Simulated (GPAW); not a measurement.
**Magnetic state of Fe3 Cr1 Fe3 001 from several starts**

Does Fe3 Cr1 Fe3 001 prefer parallel or opposed moments, or none?

Program: GPAW 26.7.0. Level of theory: PBE; plane waves with GPAW's PAW setups, scalar-relativistic. Results are calculated unless marked as measured.

## Step 1: Starting point

The cell holds 7 atoms: 6 Fe and 1 Cr. Cell: a = 2.884 Å, b = 2.884 Å, c = 20.536 Å, α = 90.0°, β = 90.0°, γ = 90.0°. ideal sites on the substrate's mesh, layer spacings from atomic volumes, unrelaxed, 12 A of vacuum. Vacuum lies along c.

## Step 2: Order 1, typed as ferro ++++++

Parallel moments need no larger cell; this start tests for a ferromagnetic state only.

Contents of order1.py:

```python
import json
import numpy as np
from ase import Atoms
from ase.parallel import paropen, parprint
from gpaw import GPAW

atoms = Atoms(['Fe', 'Fe', 'Fe', 'Cr', 'Fe', 'Fe', 'Fe'],
    cell=[[2.884, 0.0, 0.0],
         [0.0, 2.884, 0.0],
         [0.0, 0.0, 20.5363]],
    scaled_positions=[[0.0, 0.0, 0.292166],
         [0.5, 0.5, 0.361249],
         [0.0, 0.0, 0.430332],
         [0.5, 0.5, 0.5],
         [0.0, 0.0, 0.569668],
         [0.5, 0.5, 0.638751],
         [0.0, 0.0, 0.707834]],
    pbc=True,
    magmoms=[2.6, 2.6, 2.6, 0.0, 2.6, 2.6, 2.6])
atoms.calc = GPAW(mode={'name': 'pw', 'ecut': 450},
    xc='PBE',
    kpts={'size': (20, 20, 1), 'gamma': True},
    occupations={'name': 'fermi-dirac', 'width': 0.05},
    convergence={'density': 1e-05, 'energy': 1e-05},
    maxiter=250,
    mixer={'name': 'pulay', 'beta': 0.03, 'nmaxold': 8, 'weight': 100},
    symmetry={'tolerance': 1e-4},
    txt='order1.txt')
e = atoms.get_potential_energy(force_consistent=True)
res = {'free_energy': e, 'energy_sigma0': atoms.get_potential_energy(), 'fermi_energy': atoms.calc.get_fermi_level()}
res['moments'] = atoms.get_magnetic_moments().tolist()
res['total'] = atoms.get_magnetic_moment()
parprint('site moments (muB):', np.round(res['moments'], 3))
parprint(f"total moment: {res['total']:.3f} muB")
parprint(f'free energy: {e:.6f} eV')
atoms.calc.write('order1.gpw')
with paropen('results.json', 'w') as f:
    json.dump(res, f)
```

On the command line:

```sh
> OMP_NUM_THREADS=1 mpirun -n 8 gpaw python order1.py > order1.log
```

Numbers of over 12 decimals in the logs are rounded to 6 here.

Log:

```text
site moments (muB): [ 2.939  2.432  2.275 -0.877  2.275  2.432  2.939]
total moment: 14.606 muB
free energy: -60.440036 eV

--- order1.txt ---
Input parameters:
  mode=PW(ecut=450),
  convergence={'density': 1e-05, 'energy': 1e-05},
  kpts=MonkhorstPack(size=(20, 20, 1), gamma=True),
  maxiter=250,
  mixer=Pulay(name='pulay', nmaxold=8, beta=0.03, weight=100, sigma=0.015, g_ss=None),
  occupations=Occupations(name='fermi-dirac', width=0.05),
  symmetry=Symmetry(tolerance=0.0001),
  xc=XC(name='PBE')

Diagonalizing LCAO Hamiltonian
Converting LCAO to pw mode
   .------.
  /|      |
 * |      |
 | |      |
 | |      |
 | |      |
 | |      |
 | |      |
 | |      |
 Fe|      |
 | |  Fe  |
 | |      |
 | |      |
 Fe|  Cr  |
 | |      |
 | |      |
 Fe|      |
 | |  Fe  |
 | |      |
 | |      |
 Fe|      |
 | |      |
 | |      |
 | |      |
 | |      |
 | .------.
 |/      /
 *------*

Atoms  # Å, Bohr magnetons
|   | symbol |        x |        y |         z |    initial magnetic moments |
|---|--------|----------|----------|-----------|-----------------------------|
| 0 |     Fe | 0.000000 | 0.000000 |  6.000009 | ( 0.0000,  0.0000,  2.6000) |
| 1 |     Fe | 1.442000 | 1.442000 |  7.418718 | ( 0.0000,  0.0000,  2.6000) |
| 2 |     Fe | 0.000000 | 0.000000 |  8.837427 | ( 0.0000,  0.0000,  2.6000) |
| 3 |     Cr | 1.442000 | 1.442000 | 10.268150 | ( 0.0000,  0.0000,  0.0000) |
| 4 |     Fe | 0.000000 | 0.000000 | 11.698873 | ( 0.0000,  0.0000,  2.6000) |
| 5 |     Fe | 1.442000 | 1.442000 | 13.117582 | ( 0.0000,  0.0000,  2.6000) |
| 6 |     Fe | 0.000000 | 0.000000 | 14.536291 | ( 0.0000,  0.0000,  2.6000) |

Unit cell  # Å
| periodic |        x |        y |         z |   lengths |    angles |
|----------|----------|----------|-----------|-----------|-----------|
|      yes | 2.884000 | 0.000000 |  0.000000 |  2.884000 | 90.000000 |
|      yes | 0.000000 | 2.884000 |  0.000000 |  2.884000 | 90.000000 |
|      yes | 0.000000 | 0.000000 | 20.536300 | 20.536300 | 90.000000 |

Number of symmetries: 16

BZ-sampling:
  Number of BZ points: 400
  Number of IBZ points: 66

  Monkhorst-Pack size: [20, 20, 1]
  Monkhorst-Pack shift: [0.025, 0.025, 0.0]

K-points  # in reciprocal-cell coordinates
|     |                                coordinates |     weight |
|-----|--------------------------------------------|------------|
|   0 | ( -0.00000000,  -0.00000000,   0.00000000) | 0.00250000 |
|   1 | (  0.05000000,  -0.00000000,   0.00000000) | 0.01000000 |
|   2 | (  0.05000000,   0.05000000,   0.00000000) | 0.01000000 |
|   3 | (  0.10000000,  -0.00000000,   0.00000000) | 0.01000000 |
|   4 | (  0.10000000,   0.05000000,   0.00000000) | 0.02000000 |
|   5 | (  0.10000000,   0.10000000,   0.00000000) | 0.01000000 |
|   6 | (  0.15000000,  -0.00000000,   0.00000000) | 0.01000000 |
|   7 | (  0.15000000,   0.05000000,   0.00000000) | 0.02000000 |
|   8 | (  0.15000000,   0.10000000,   0.00000000) | 0.02000000 |
|   9 | (  0.15000000,   0.15000000,   0.00000000) | 0.01000000 |
| ... |                                            |            |
|  65 | (  0.50000000,   0.50000000,   0.00000000) | 0.00250000 |

Plane wave coefficients: 3739
Cutoff: 450.000000 eV

Spin-components: 2 (collinear spins)
Bands:           46
Projectors:      42
Spin-degeneracy: 1
Datatype:        complex128

Parallelization:
  kpt:    8
  domain: 1
  band:   1

Density:
  Valence electrons: 54.0
  Components: 2
  Grid points: [ 15  15 105]
  Charge: 0.0  # |e|

Potential:
  Grid points: [ 15  15 105]

species:
  Fe:
    name:    Iron
    Z:       26.0
    valence: 8
    core:    18
    charge:  0.0  # [|e|]
    compensation charges:
      type: gauss
      rc: 0.33  # [Å]
      lmax: 2
    cutoffs:
      filter: 2.06  # [Å]
      core: 2.67  # [Å]
    projectors
    | kind |    occ | energy [eV] | rcut [Å] |
    |------|--------|-------------|----------|
    |   4s |  2.000 |      -5.291 |    1.164 |
    |   4p |  0.000 |      -1.326 |    1.058 |
    |   3d |  6.000 |      -7.505 |    1.058 |
    |    s |        |      21.920 |    1.164 |
    |    p |        |      25.885 |    1.058 |
    |    d |        |      19.706 |    1.058 |

    Using partial waves for Fe as LCAO basis

  Cr:
    name:    Chromium
    Z:       24.0
    valence: 6
    core:    18
    charge:  0.0  # [|e|]
    compensation charges:
      type: gauss
      rc: 0.35  # [Å]
      lmax: 2
    cutoffs:
      filter: 2.14  # [Å]
      core: 3.04  # [Å]
    projectors
    | kind |    occ | energy [eV] | rcut [Å] |
    |------|--------|-------------|----------|
    |   4s |  1.000 |      -4.007 |    1.164 |
    |   4p |  0.000 |      -0.989 |    1.217 |
    |   3d |  5.000 |      -2.913 |    1.111 |
    |    s |        |      23.205 |    1.164 |
    |    p |        |      26.223 |    1.217 |
    |    d |        |      24.299 |    1.111 |

    Using partial waves for Cr as LCAO basis

Reference energy: -236299.105049  # eV

eigensolver:
  PPCG
  Converge bands: occupied
  niter=2

density mixing:
  Pulay-Mixer
  Linear mixing parameters: 0.03
  Old densities: 8
  Fourier metric: weight=100, sigma=0.015

occupation numbers:
  Fermi-Dirac:
    width: 0.0500  # eV

poisson solver:
  ecut: 3600.000000  # eV

xc functional:
  name: PBE with 2 nearest neighbor stencil

convergence criteria:
- Maximum integral of absolute [dens]ity change: 1e-05 electrons / valence electron
- Maximum [total energy] change in last 3 cyles: 1e-05 eV / valence electron
- Maximum integral of absolute [eigenst]ate change: 4e-08 eV^2 / valence electron
maximum number of iterations: 250

SCF iterations
|iter     |      energy | eigst |  dens |  magmom |
|---------|-------------|-------|-------|---------|
|iter:   1|       0s |  -69.619818 | +0.41 |       | +15.6308|
|iter:   2|       8s |  -64.441722 | -1.08 | -0.56 | +15.5596|
|iter:   3|      17s |  -62.008734 | -0.97 | -0.71 | +15.4371|
|iter:   4|      26s |  -61.213183 | -1.95 | -0.86 | +15.4455|
|iter:   5|      35s |  -60.976291 | -1.95 | -0.89 | +15.4193|
|iter:   6|      44s |  -60.668337 | -0.78 | -0.88 | +15.1506|
|iter:   7|      51s |  -60.136136 | -1.50 | -0.95 | +15.2208|
|iter:   8|      61s |  -60.219453 | -2.57 | -1.07 | +15.2088|
|iter:   9|      70s |  -60.007025 | -2.52 | -1.06 | +15.1551|
|iter:  10|      78s |  -60.152558 | -2.45 | -1.19 | +15.0944|
[... 58 iterations left out ...]
|iter:  69|     533s |  -60.407411c| -7.97c| -4.52 | +14.6067|
|iter:  70|     537s |  -60.407411c| -8.22c| -4.47 | +14.6069|
|iter:  71|     542s |  -60.407410c| -7.83c| -4.54 | +14.6068|
|iter:  72|     546s |  -60.407410c| -8.02c| -4.70 | +14.6064|
|iter:  73|     550s |  -60.407409c| -8.32c| -4.69 | +14.6062|
|iter:  74|     555s |  -60.407409c| -8.63c| -4.70 | +14.6061|
|iter:  75|     559s |  -60.407408c| -8.83c| -4.75 | +14.6061|
|iter:  76|     564s |  -60.407408c| -8.70c| -4.79 | +14.6060|
|iter:  77|     568s |  -60.407409c| -8.64c| -4.89 | +14.6061|
|iter:  78|     572s |  -60.407409c| -8.95c| -5.04c| +14.6061|

Converged in 78 steps
Energy contributions relative to reference atoms: (reference = -236299.105049)

Energy contributions:
  Kinetic:          25.708129
  Coulomb:         -25.204895
  Zero:              1.041978
  External:          0.000000
  Xc:              -61.919994
  Entropy:          -0.065253
  Spinorbit:         0.000000
  ----------------------------
  Free energy:     -60.440036
  Extrapolated:    -60.407409

dipole moment: (-28.185945, -28.185945, -0.000495)  # |e|*Ang

Total magnetic moment: (0.000000, 0.000000, 14.606091)

Local magnetic moments
|        x |        y |         z |
|----------|----------|-----------|
| 0.000000 | 0.000000 |  2.938603 |  # Fe   0
| 0.000000 | 0.000000 |  2.431594 |  # Fe   1
| 0.000000 | 0.000000 |  2.275271 |  # Fe   2
| 0.000000 | 0.000000 | -0.877392 |  # Cr   3
| 0.000000 | 0.000000 |  2.275271 |  # Fe   4
| 0.000000 | 0.000000 |  2.431594 |  # Fe   5
| 0.000000 | 0.000000 |  2.938603 |  # Fe   6

Fermi level: 2.990
Eigenvalues  # (at kpt = [-0.000, -0.000, 0.000])
| band index |      eig [eV] | occ [0-1] |      eig [eV] | occ [0-1] |
|------------|---------------|-----------|---------------|-----------|
|          0 |        -5.105 |     1.000 |        -5.009 |     1.000 |
|        ... |               |           |               |           |
|         20 |         0.771 |     1.000 |         3.077 |     0.150 |
|         21 |         0.830 |     1.000 |         3.077 |     0.150 |
|         22 |         0.932 |     1.000 |         3.280 |     0.003 |
|         23 |         0.954 |     1.000 |         3.298 |     0.002 |
|         24 |         1.097 |     1.000 |         3.316 |     0.001 |
|         25 |         1.173 |     1.000 |         3.508 |     0.000 |
|         26 |         1.320 |     1.000 |         3.508 |     0.000 |
|         27 |         1.800 |     1.000 |         3.807 |     0.000 |
|         28 |         1.800 |     1.000 |         3.911 |     0.000 |
|         29 |         1.939 |     1.000 |         4.194 |     0.000 |
|         30 |         1.939 |     1.000 |         4.213 |     0.000 |
|         31 |         2.043 |     1.000 |         4.272 |     0.000 |
|         32 |         2.265 |     1.000 |         4.391 |     0.000 |
|         33 |         2.306 |     1.000 |         4.391 |     0.000 |
|         34 |         2.355 |     1.000 |         4.807 |     0.000 |
|         35 |         2.583 |     1.000 |         4.815 |     0.000 |
|        ... |               |           |               |           |
|         45 |        10.209 |     0.000 |        10.687 |     0.000 |

No gap
No difference between direct/indirect transitions
```

Wall time 9.9 min (8 MPI ranks of Intel Xeon at 2.50GHz (Skylake/Cascade Lake), shared host); peak memory 2.1 GiB; 79 min of CPU time.

Spin moment in the augmentation sphere by atom:

| atom | spin moment in the augmentation sphere (μB) |
| --- | --- |
| Fe1 | 2.94 |
| Fe2 | 2.43 |
| Fe3 | 2.28 |
| Cr4 | -0.88 |
| Fe5 | 2.28 |
| Fe6 | 2.43 |
| Fe7 | 2.94 |

Read from the output:

* magnetization: 14.61 μB
* final state: ferrimagnetic

After 78 cycles the largest moment stands at 2.94 μB.

(Continued in part 2 of 2.)

[Logs and program files are shortened in this print: banners, set-up blocks, solver, clock and traceback lines can be left out without a mark of their own.]

[Logs are printed without paths, hosts, clocks, repeated set-up lines and the standing remarks that a program may print on its own settings, such as how far it seeks lower states.]

[Hosts, paths, dates, database ids (printed as entryN), source tags and the programs' standing remarks are cut or masked in the printed files.]

[Where a cell is said to come from a database of computed structures, the database is the Materials Project.]
